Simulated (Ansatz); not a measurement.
# (InAs)1(MgSe)3 [001] superlattice, started as zinc blende: phonons and vibrational spectra, part 2 of 2

How does (InAs)1(MgSe)3 [001] superlattice, started as zinc blende vibrate, and is this structure a minimum?

Ansatz 0.2.0; DFT PBEsol, scalar-relativistic, plane waves, PAW.

So far. Step 4 (Tight relaxation): The largest force component left is 0.67 meV/Å and the pressure is 0.001 GPa, within the tolerances set. The cell now holds 26.90 Å³/atom. The relaxed cell has a, b, c = 4.251, 4.281, 11.826 Å (conventional setting).

The structure was built from a prototype and need not be the compound's stable phase.

In doubt: the program warns that the response may not be converged on this k-mesh (step 5), which bears on the force constants and all frequencies.

### 5. Modes at Γ

The zone centre is the only wavevector solved here; it holds the modes that light can see, as far as symmetry allows. The response to a homogeneous field gives the Born charges and the dielectric tensor, and its change with displacement the Raman tensors.

input.yaml reads:

```yaml
crystal:
  lattice:
    - [3.0055902245, 3.0055902245, 0.0]
    - [-3.0270705141, 3.0270705141, 0.0]
    - [0.0, 0.0, 11.8261069523]
  atoms:
    - { symbol: As, position: [0.5, 0.0, 0.1297563749] }
    - { symbol: In, position: [0.0, 0.0, 0.0089447042] }
    - { symbol: Mg, position: [0.5, 0.5, 0.251615232] }
    - { symbol: Mg, position: [0.0, 0.0, 0.49768937] }
    - { symbol: Mg, position: [0.5, 0.5, 0.742710481] }
    - { symbol: Se, position: [0.0, 0.5, 0.3783455015] }
    - { symbol: Se, position: [0.5, 0.0, 0.6235424564] }
    - { symbol: Se, position: [0.0, 0.5, 0.86739588] }
kpoints:
  mp_grid: { grid: [8, 8, 2] }
hamiltonian:
  xc: pbesol
scf:
  occupations: { method: fixed }
output:
  eigenvalues: true
phonons:
  method: dfpt
  dielectric: true
  rigid_motions: translations
  raman: true
```

Started as:

```
$ ansatz run input.yaml --threads 8 --pin off --max-ram 14336MiB --backend cpu --events-out ev --progress --plain --runs-dir out
```

Numbers of over 12 decimals in the logs are rounded to 6 here.

What it wrote:

```text
[...]
Crystal: 8 atoms, lattice volume = 215.191 Å³
Basis set: ecut = 420 eV, 4187 PW (Γ), exchange–correlation on 60×60×160 points (8 copies of the dense FFT grid, shifted against one another)
Bands: 64, of which v1, the nominal top of the filled ones, is band 53 counted from 1 (52 counted from 0)
Symmetry: 4 space group operations
k-points: 68 of 128 (irreducible under 1 space group operation, time reversal used)
[...]
SCF iter   1: F=—  HF=-32354.316760 eV  |F-HF|=—  |Δ(HF+E_count)|=         —  Δρ=2.80e-3  dr2=2.79e-2  ethr=1.77e-3  ⟨swp⟩=5.0  Hψ=14042  notcnv=0  defer=578
[...]
SCF iter  11: F=-32354.309070 eV  HF=-32354.309070 eV  |F-HF|=1.46e-11  |Δ(HF+E_count)|=  8.73e-11  Δρ=5.98e-8  dr2=1.81e-11  ethr=1.00e-12  ⟨swp⟩=14.0  Hψ=27836  notcnv=0
SCF 1 converged in 11 iterations: F = -32354.309070 eV  dr2 = 1.81e-11
[...]
DFPT response loops at Γ: preconditioner auto → Resta (q_TF=auto, 2.425 Å⁻¹)  ε∞=8.9 (no band partly filled); β = 1.00, the filter's whole step (`scf.mixing.beta` (0.50) is not read by the response loops at its default; to damp them type it under 1.00, their step now; it binds the ground state too); Broyden in place of MSR1
── the response to a field inside a basis, on 14×14×6 k-points: an SCF that follows is theirs, and a resumed run solves both again ──
Bands: 54, of which v1, the nominal top of the filled ones, is band 53 counted from 1 (52 counted from 0)
k-points: 147
[...]
Eigensolver: Dense (147 Hₖ)
SCF iter   1: F=—  HF=-32354.093062 eV  |F-HF|=—  |Δ(HF+E_count)|=         —  Δρ=3.29e-4  dr2=1.06e-4  ethr=1.00e-1
[...]
SCF iter   8: F=-32354.093158 eV  HF=-32354.093158 eV  |F-HF|=1.09e-11  |Δ(HF+E_count)|=  2.73e-10  Δρ=1.52e-7  dr2=8.04e-11  ethr=1.00e-12
SCF 1 converged in 8 iterations: F = -32354.093158 eV  dr2 = 8.04e-11
[...]
WARN: field response: the Raman tensors and χ⁽²⁾ stand inside a basis, whose 14×14×6 points do not settle the susceptibility there: take them as unconverged, whatever they are read to err by, and compare with a denser kpoints.mp_grid
WARN: field response: inside a basis, on 14×14×6 points, no mesh in reach settles it: take ε∞, Z* and everything formed from them with what they may err, as stated (eps_inf_uncertainty, zstar_uncertainty_e), and compare with field_mesh: kpoints on a denser kpoints.mp_grid
WARN: field response: ε∞ stands inside a basis, on 14×14×6 points; the force constants stand on the 8×8×2 k-mesh, whose period is 9.30 times the interband length at k = (0.0000, 0.0000, 0.0000), direct gap 1.000 eV, under 14: take them and everything formed from them as unconverged, and compare with a denser kpoints.mp_grid
SCF converged after 11 iterations
Free energy (F): -32354.309070 eV
[...]
Internal energy: -32354.309070 eV  (E = F + TS)
E sigma→0 (E₀):  -32354.309070 eV
Fermi energy:    5.736785 eV
[...]
--- Band table (eV; the first three rows and the last of 68) ---
  k-point 0: bands = [... 49 lower, 4.1719, 4.8583, 5.1454, 5.4920, 6.4919, 7.6431, 8.4675, 8.7971, ... 7 higher]
  k-point 1: bands = [... 49 lower, 4.1641, 4.2952, 5.0954, 5.4573, 7.2279, 7.7423, 8.1513, 8.4186, ... 7 higher]
  k-point 2: bands = [... 49 lower, 4.1955, 4.7529, 4.9901, 5.1382, 7.0815, 7.9160, 8.6401, 9.1502, ... 7 higher]
  k-point 67: bands = [... 49 lower, 3.1975, 3.4021, 3.9865, 3.9919, 8.0411, 8.2741, 8.5530, 8.6504, ... 7 higher]
--- Phonons (Γ-DFPT): 16 representative perturbations + reference, on 68 of 128 k-points (Σ response iterations 55) ---
  k mesh reduced under 1 symmetry operation, with k and −k counted as one. Each operation leaves every solved perturbation unchanged. A smaller set is not considered because the run solves the response to a homogeneous field
  ASR residual: 4.396e-5 → 0.000e0 eV/Å²; symmetrization residual: 1.680e-5 eV/Å²
  ASR residual per site (eV/Å²): 4.49e-6 1.58e-5 6.80e-6 2.65e-5 4.40e-5 2.77e-5 1.14e-5 2.00e-5
  Γ frequencies (cm⁻¹): 0.00 0.00 0.00 45.66 48.81 58.22 61.67 70.20 70.49 93.95 116.88 147.80 168.04 208.87 237.61 247.46 251.20 265.23 268.92 272.55 276.74 300.46 304.45 309.58
  ε∞ (high-frequency dielectric tensor):
        6.628103     0.419345    -0.000000
        0.419345     6.628103    -0.000000
       -0.000000    -0.000000     5.987435
  ε⁰ (static dielectric tensor: ions relaxed, cell fixed):
        9.862918    -0.105408     0.000000
       -0.105408     9.862918    -0.000000
        0.000000    -0.000000     8.800122
  ε⁰ − ε∞ (ionic part):
        3.234815    -0.524753     0.000000
       -0.524753     3.234815    -0.000000
        0.000000    -0.000000     2.812687
  softest optical mode at Γ: 45.66 cm⁻¹; the repairs (sum rule, projections) moved no ω² at Γ by more than (2.24 cm⁻¹)²
  Born effective charges Z* (e; rows j = field, columns β = displacement):
    site 0:
        -2.02281   -0.21056    0.00000
        -0.21056   -2.02281    0.00000
        -0.00000    0.00000   -1.53304
    site 1:
         2.75392    0.02045   -0.00000
         0.02045    2.75392   -0.00000
         0.00000   -0.00000    1.75552
    site 2:
         1.72841   -0.16674    0.00000
        -0.16674    1.72841   -0.00000
        -0.00000    0.00000    1.86741
    site 3:
         1.92270   -0.02760    0.00000
        -0.02760    1.92270   -0.00000
        -0.00000   -0.00000    2.25669
    site 4:
         1.87533    0.04994    0.00000
         0.04994    1.87533   -0.00000
         0.00000   -0.00000    2.15451
    site 5:
        -2.04969    0.05267   -0.00000
         0.05267   -2.04969    0.00000
        -0.00000    0.00000   -2.21629
    site 6:
        -1.99200    0.00161    0.00000
         0.00161   -1.99200    0.00000
        -0.00000   -0.00000   -2.25907
    site 7:
        -2.21586    0.28022    0.00000
         0.28022   -2.21586    0.00000
        -0.00000    0.00000   -2.02572
  Z* charge neutrality: 3.144e-2 e pre-enforcement
  solved inside a basis spanned on kpoints, on 14×14×6 k-points transformed towards the longest dipole, which do not settle them: ε∞ is read to err by 8.8e-2, Z* by 1.1e-1 e (field_mesh: kpoints solves on kpoints); Z* is corrected for what the basis lacks
  Raman tensors (in the event stream and the table raman_tensors.tsv): an entry may err by 6.4e-1 Å², one of the second-order susceptibility by 9.7e-1 pm/V (basis, points and sum rule); their sum over the sites missed zero by 3.607e-3 Å² ahead of its enforcement
  optical modes at Γ without the LO–TO term, one row a degenerate level:
      ω (cm⁻¹)  modes    IR ((D/Å)²/amu)  static Raman (Å⁴/amu)  depolarisation
         45.66      1             0.1405                 0.2937           0.750
         48.81      1             0.0630                 5.2275           0.750
         58.22      1             0.0009                 6.3770           0.750
         61.67      1             0.0159                 2.9276           0.750
         70.20      1             0.0181                 3.5127           0.750
         70.49      1             0.0224                 0.8345           0.750
         93.95      1             0.0617                 9.8261           0.063
        116.88      1             0.0208                58.1806           0.054
        147.80      1             3.0449                 1.0567           0.750
        168.04      1             0.3319                37.9222           0.195
        208.87      1             2.2614               295.6178           0.099
        237.61      1             1.4900                41.2119           0.750
        247.46      1             0.4028                 5.9220           0.750
        251.20      1             6.5394                45.6181           0.750
        265.23      1             7.2129                 4.1805           0.750
        268.92      1            15.1899                81.5992           0.125
        272.55      1             0.0695                 2.2252           0.750
        276.74      1             7.6753                27.7954           0.750
        300.46      1             6.0143                33.1563           0.750
        304.45      1             0.1496                 9.2426           0.659
        309.58      1             0.0029               122.5560           0.202
  optical modes at Γ + LO–TO along q̂ = [1.0000, 0.0000, 0.0000]:
      ω (cm⁻¹)  modes    IR ((D/Å)²/amu)  static Raman (Å⁴/amu)  depolarisation
         46.35      1             0.1056                 0.3401           0.750
         49.23      1             0.0417                 5.0117           0.750
         58.23      1             0.0007                 6.4379           0.750
[...]
optical modes at Γ + LO–TO along q̂ = [0.0000, 1.0000, 0.0000]:
      ω (cm⁻¹)  modes    IR ((D/Å)²/amu)  static Raman (Å⁴/amu)  depolarisation
[...]
optical modes at Γ + LO–TO along q̂ = [0.0000, 0.0000, 1.0000]:
      ω (cm⁻¹)  modes    IR ((D/Å)²/amu)  static Raman (Å⁴/amu)  depolarisation
[...]
251.20      1             6.5394                45.6181           0.750
        265.23      1             7.2129                 4.1805           0.750
        272.55      1             0.0695                 2.2252           0.750
        276.74      1             7.6753                27.7954           0.750
        300.46      1             6.0143                33.1563           0.750
        303.33      1             1.0064                42.3761           0.591
        309.55      1             0.0537               138.3114           0.196
        317.01      1            16.2271               174.7973           0.315
```

It took 13 min on 8 threads of AMD EPYC 9R45, shared host; peak memory 6.2 GiB.

Numbers from this step:

- sum-rule residual before enforcement: 4.40e-5 eV/Å²
- miss of the charge sum rule: 0.03144 e
- estimated error of the dielectric tensor: 0.08781
- estimated error of the Born charges: 0.1084 e
- point group: mm2
- highest optical mode at the zone centre (no LO-TO term): 309.6 cm⁻¹
- lowest optical zone-centre mode: 45.66 cm⁻¹
- mean high-frequency dielectric constant: 6.415
- largest Born charge (third of the trace): 2.421 e
- mean static dielectric constant: 9.509
- top of the zone-centre spectrum with the field: 318.5 cm⁻¹

Without the LO-TO term. Patterns of degenerate modes are one choice out of their space. The modes at Γ (shares of kinetic energy by element, %):

```tsv
mode	frequency (cm⁻¹)	symmetry	As %	In %	Mg %	Se %
1	0.0	acoustic	15	23	15	47
2	0.0	acoustic	15	23	15	47
3	0.0	acoustic	15	23	15	47
4	45.7	B2	2	47	10	40
5	48.8	B1	19	36	11	34
6	58.2	B2	55	1	25	20
7	61.7	B1	1	1	25	74
8	70.2	B1	2	4	24	70
9	70.5	B2	3	1	24	72
10	94.0	A1	10	28	8	54
11	116.9	A1	8	0	15	76
12	147.8	B2	0	27	0	72
13	168.0	A1	18	3	1	78
14	208.9	A1	41	45	4	10
15	237.6	B1	60	34	4	2
16	247.5	B1	2	1	73	24
17	251.2	B1	1	1	75	23
18	265.2	B1	0	0	75	25
19	268.9	A1	1	1	81	17
20	272.6	B2	0	0	76	24
21	276.7	B2	0	0	76	23
22	300.5	B2	25	0	75	1
23	304.4	A1	3	0	92	5
24	309.6	A1	4	0	84	12
```

Displacements in mode 4 (45.7 cm⁻¹), the largest set to 1:
```
As1 -0.27  0.27  0.00
In2  1.00 -1.00  0.00
Mg3 -0.36  0.36  0.00
Mg4 -0.73  0.73  0.00
Mg5 -0.57  0.57  0.00
Se6 -0.71  0.71  0.00
Se7 -0.59  0.59  0.00
Se8  0.62 -0.62  0.00
```

Displacements in mode 5 (48.8 cm⁻¹), the largest set to 1:
```
As1  0.87  0.87  0.00
In2  0.97  0.97  0.00
Mg3 -0.51 -0.51  0.00
Mg4 -1.00 -1.00  0.00
Mg5 -0.26 -0.26  0.00
Se6 -0.57 -0.57  0.00
Se7 -0.97 -0.97  0.00
Se8 -0.15 -0.15  0.00
```

High-frequency dielectric tensor, which the program warns is not settled by the k meshes in reach. Tensor:

```tsv
	x	y	z
x	6.628	0.419	0
y	0.419	6.628	0
z	0	0	5.987
```

Static dielectric tensor, which the program warns is not settled by the k meshes in reach. Tensor:

```tsv
	x	y	z
x	9.863	-0.105	0
y	-0.105	9.863	0
z	0	0	8.8
```

Optical modes at the zone centre, without and with the macroscopic field of the longitudinal modes; each column is sorted by frequency, so a row need not hold one and the same mode. Modes with and without the field, by row:

```tsv
rank among optical modes	no field (cm⁻¹)	q along (1, 0, 0) (cm⁻¹)	q along (0, 0, 1) (cm⁻¹)
1	45.7	46.4	45.7
2	48.8	49.2	48.8
3	58.2	58.2	58.2
4	61.7	61.7	61.7
5	70.2	70.2	70.2
6	70.5	70.6	70.5
7	94	94	94.3
8	116.9	116.9	117
9	147.8	153	147.8
10	168	168	168.9
11	208.9	208.9	213.5
12	237.6	238.5	237.6
13	247.5	247.6	247.5
14	251.2	255.1	251.2
15	265.2	268.9	265.2
16	268.9	269.9	272.6
17	272.6	272.6	276.7
18	276.7	288.4	300.5
19	300.5	304.4	303.3
20	304.4	309.6	309.6
21	309.6	318.5	317
```

Born charge (rows field, columns displacement) (e), principal values of the symmetric part by kind of site:

```tsv
atom	atoms with these values	low	middle	high	mean
As1	1	-2.23	-1.81	-1.53	-1.86
In2	1	1.76	2.73	2.77	2.42
Mg3	1	1.56	1.87	1.90	1.77
Mg4	1	1.90	1.95	2.26	2.03
Mg5	1	1.83	1.93	2.15	1.97
Se6	1	-2.22	-2.10	-2.00	-2.11
Se7	1	-2.26	-1.99	-1.99	-2.08
Se8	1	-2.50	-2.03	-1.94	-2.15
```

In full for Mg3:

```
 1.73 -0.17  0.00
-0.17  1.73  0.00
 0.00  0.00  1.87
```

Transverse modes. Lines of the infrared spectrum (strongest = 100):

```tsv
position (cm⁻¹)	lines merged	relative intensity
46	1	0.9
49	1	0.4
58	1	0.0
62	1	0.1
70	2	0.3
94	1	0.4
117	1	0.1
148	1	20
168	1	2.2
209	1	15
238	1	10
248	1	2.7
251	1	43
265	1	47
269	1	100
272	1	0.5
277	1	51
300	1	40
304	1	1.0
310	1	0.0
```

Activity x (w_L - w)^4 (n + 1)/w, 532 nm, 300 K; the log calls the Raman tensors unconverged in the k mesh, so the heights are rough; the tensors are static ones, while 532 nm light lies above the computed direct gap, where resonance would change the heights; modes without the macroscopic field alone. Lines of the Raman spectrum (strongest = 100):

```tsv
position (cm⁻¹)	lines merged	relative intensity
46	1	1.5
49	1	24
58	1	21
62	1	8.6
70	2	10
94	1	13
117	1	53
148	1	0.6
168	1	18
209	1	100
238	1	11
248	1	1.5
251	1	11
265	1	1.0
269	1	18
272	1	0.5
277	1	6.0
300	1	6.3
304	1	1.7
310	1	22
```

Before it was imposed, the acoustic sum rule was missed by 4.4e-5 eV/Å² and the charge sum rule by 0.031 e. The charge miss is large and points to the mesh or the basis. The lowest optical mode is real, 45.7 cm⁻¹.

The log warns of the k mesh: “the force constants stand on the 8×8×2 k-mesh, whose period is 9.30 times the interband length at k = (0.0000, 0.0000, 0.0000), direct gap 1.000 eV, under 14: take them and everything formed from them as unconverged”.

### 6. Isotope substitution, element In, natural mass 114.818 amu

An isotope changes the mass and not the force constants, so no new electronic calculation is needed; the shifts show which modes move this element.

The same force constants with the mass of In changed from 114.818 to 112.904 u (phonopy, no LO-TO term). Both lists are sorted by frequency; levels can cross, so a row need not hold one and the same mode. Modes under 3 cm⁻¹ are left out. Isotope shifts, by row:

```tsv
q	rank	natural mass (cm⁻¹)	changed mass (cm⁻¹)
0 0 0	4	45.66	45.84
0 0 0	5	48.81	48.95
0 0 0	6	58.22	58.23
0 0 0	7	61.67	61.68
0 0 0	8	70.2	70.22
0 0 0	9	70.49	70.5
0 0 0	10	93.95	94.16
0 0 0	11	116.9	116.9
0 0 0	12	147.8	148.1
0 0 0	13	168	168.1
0 0 0	14	208.9	209.7
0 0 0	15	237.6	238.3
0 0 0	16	247.5	247.5
0 0 0	17	251.2	251.2
0 0 0	18	265.2	265.2
0 0 0	19	268.9	268.9
0 0 0	20	272.6	272.6
0 0 0	21	276.7	276.7
0 0 0	22	300.5	300.5
0 0 0	23	304.4	304.5
0 0 0	24	309.6	309.6
```

A mode of this element alone would shift by +0.84 %. The highest zone-centre frequency without the field goes from 309.6 to 309.6 cm⁻¹ (+0.0 %). The product of the frequency ratios over all optical modes at Γ is 1.020; the product rule, (m/m′)^(3k/2) (M′/M)^(3/2) with k = 1 such atoms and M the mass of the cell, gives 1.020.

### 7. Another isotope, element Mg, natural mass 24.305 amu

The same for Mg, from 24.30 to 25.98 u.

The same force constants with the mass of Mg changed from 24.305 to 25.983 u (phonopy, no LO-TO term). Both lists are sorted by frequency; levels can cross, so a row need not hold one and the same mode. Modes under 3 cm⁻¹ are left out. Isotope shifts, by row:

```tsv
q	rank	natural mass (cm⁻¹)	changed mass (cm⁻¹)
0 0 0	4	45.66	45.51
0 0 0	5	48.81	48.63
0 0 0	6	58.22	57.73
0 0 0	7	61.67	61.15
0 0 0	8	70.2	69.62
0 0 0	9	70.49	69.91
0 0 0	10	93.95	93.68
0 0 0	11	116.9	116.3
0 0 0	12	147.8	147.8
0 0 0	13	168	168
0 0 0	14	208.9	208.6
0 0 0	15	237.6	237
0 0 0	16	247.5	241.8
0 0 0	17	251.2	245.2
0 0 0	18	265.2	258.8
0 0 0	19	268.9	261.8
0 0 0	20	272.6	265.8
0 0 0	21	276.7	269.9
0 0 0	22	300.5	293.1
0 0 0	23	304.4	295.3
0 0 0	24	309.6	301.1
```

A mode of this element alone would shift by -3.28 %. The highest zone-centre frequency without the field goes from 309.6 to 301.1 cm⁻¹ (-2.7 %). The product of the frequency ratios over all optical modes at Γ is 0.752; the product rule, (m/m′)^(3k/2) (M′/M)^(3/2) with k = 3 such atoms and M the mass of the cell, gives 0.752.

### 8. Isotope substitution, element Se, natural mass 78.971 amu

The same for Se, from 78.97 to 81.92 u.

The same force constants with the mass of Se changed from 78.971 to 81.917 u (phonopy, no LO-TO term). Both lists are sorted by frequency; levels can cross, so a row need not hold one and the same mode. Modes under 3 cm⁻¹ are left out. Isotope shifts, by row:

```tsv
q	rank	natural mass (cm⁻¹)	changed mass (cm⁻¹)
0 0 0	4	45.66	45.32
0 0 0	5	48.81	48.5
0 0 0	6	58.22	58.01
0 0 0	7	61.67	60.84
0 0 0	8	70.2	69.29
0 0 0	9	70.49	69.57
0 0 0	10	93.95	93.02
0 0 0	11	116.9	115.2
0 0 0	12	147.8	145.9
0 0 0	13	168	165.7
0 0 0	14	208.9	208.5
0 0 0	15	237.6	237.5
0 0 0	16	247.5	246.4
0 0 0	17	251.2	250.2
0 0 0	18	265.2	264
0 0 0	19	268.9	268.1
0 0 0	20	272.6	271.4
0 0 0	21	276.7	275.6
0 0 0	22	300.5	300.4
0 0 0	23	304.4	304.2
0 0 0	24	309.6	308.9
```

A mode of this element alone would shift by -1.81 %. The highest zone-centre frequency without the field goes from 309.6 to 308.9 cm⁻¹ (-0.2 %). The product of the frequency ratios over all optical modes at Γ is 0.871; the product rule, (m/m′)^(3k/2) (M′/M)^(3/2) with k = 3 such atoms and M the mass of the cell, gives 0.871.

### 9. What came out

| Item | Value |
| --- | --- |
| space group after relaxation (within 0.01 Å) | Pmm2 |
| volume per atom | 26.9 Å³ |
| gap on the k-mesh | 0.755 eV |
| highest optical mode at the zone centre (no LO-TO term) | 310 cm⁻¹ |
| top of the zone-centre spectrum with the field | 318 cm⁻¹ |
| lowest optical zone-centre mode | 45.7 cm⁻¹ |
| mean high-frequency dielectric constant | 6.41 |
| mean static dielectric constant | 9.51 |
| largest Born charge (third of the trace) | 2.42 e |
| imaginary modes at Γ (the only wavevector solved) | none |

The structure is stable against zone-centre distortions, since no mode there is imaginary; other wavevectors were not solved, so zone-boundary instabilities are untested. Without the field, the optical modes at Γ span 46 to 310 cm⁻¹. No dispersion was computed. The highest mode in this list at Γ, 309.6 cm⁻¹, is mostly motion of Mg (84 % of the kinetic energy). With the macroscopic field of the longitudinal modes the top of the zone-centre spectrum lies at 318 cm⁻¹, against 310 cm⁻¹ without it. Lattice motion raises the mean dielectric constant from 6.415 to 9.509. The strongest infrared line is at 269 cm⁻¹. Averaged over orientations, the strongest Raman line at 532 nm and 300 K is at 209 cm⁻¹, among the modes without the field; their longitudinal partners can be Raman active too. The tensors are the static, non-resonant ones, while 532 nm light (2.33 eV) lies above the computed gap. With the field response the log warns that the k mesh is coarse for the force constants too, so the frequencies may not be converged. In this run the field response is not settled by the k meshes in reach, so its dielectric tensor, Born charges and longitudinal modes are rough. The program warns that the Raman tensors are not converged in the k mesh, so the intensities are rough. The starting cell was built on a prototype and not taken from a measurement, so the phase need not exist. These are harmonic frequencies at zero temperature: anharmonic shifts, linewidths and thermal expansion are left out.

[Logs are printed without paths, hosts, clocks, repeated set-up lines and the standing remarks that a program may print on its own settings, such as how far it seeks lower states.]

[Hosts, paths, dates, database ids (printed as entryN), source tags and the programs' standing remarks are cut or masked in the printed files.]
